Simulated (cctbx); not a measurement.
# What resolution and counting buy: Pm2Te3

Space group Pnma (no. 62), a = 11.3260 Å, b = 4.1440 Å, c = 11.4350 Å, α = 90.00°, β = 90.00°, γ = 90.00°.

```csv
atom,mult.,x,y,z,Ueq (Å²)
Pm1,4,0.0091,1/4,0.1888,0.0149
Pm2,4,0.1931,1/4,0.5026,0.0153
Te1,4,0.2768,1/4,0.1984,0.0176
Te2,4,0.9503,1/4,0.6218,0.0223
Te3,4,0.3805,3/4,0.4405,0.0144
```

The model is made up (kin elements in a known structure type, no relaxation), so it says nothing on whether the phase exists.

Five simulated data sets (cctbx; Ag Kα, λ = 0.56087 Å; 1.5 % proportional error) differ in resolution or exposure (noise floor 15 counts in the first three, 8 in the last two). Each is refined with the right model, isotropic at 1.1 Å and anisotropic otherwise. How do the figures of merit and the uncertainties move?

```
d min (Å)  top counts  ⟨I/σ⟩ (unmerged, absences included)  unique  param. (scale apart)   Rint      R1  GooF  largest s.u. xyz (fractional)  s.u. U of Te1 (Å²)  largest error (Å)
      1.1       20000                                 15.1     252                    15  0.030  0.0275  2.63                        0.00021              0.0006             0.0023
     0.84       20000                                 11.5     542                    30  0.039  0.0145  0.96                        0.00005              0.0003             0.0014
      0.6       20000                                  6.9    1439                    30  0.064  0.0224  0.91                        0.00004              0.0002             0.0006
     0.75         300                                  0.6     759                    30  0.616  0.1174  0.95                        0.00095              0.0042             0.0227
     0.75        3000                                  3.6     759                    30  0.128  0.0370  0.95                        0.00014              0.0006             0.0034
```

GooF reaches 2.63 where the model lacks something that the data hold (anisotropy at the isotropic level, for one). The s.u. of U for Te1 goes 0.0006, 0.0003, 0.0002 Å² with resolution and 0.0042, 0.0006 Å² with exposure.

The 1.1 Å row also differs in its displacement model, so it isn't a clean test of resolution.

Hardware for the 0.6 Å refinement: 0.57 s on 1 thread of Arm Neoverse N1 (shared host), peak memory 0.09 GiB.

[Logs are printed without paths, hosts, clocks, repeated set-up lines and the standing remarks that a program may print on its own settings, such as how far it seeks lower states.]
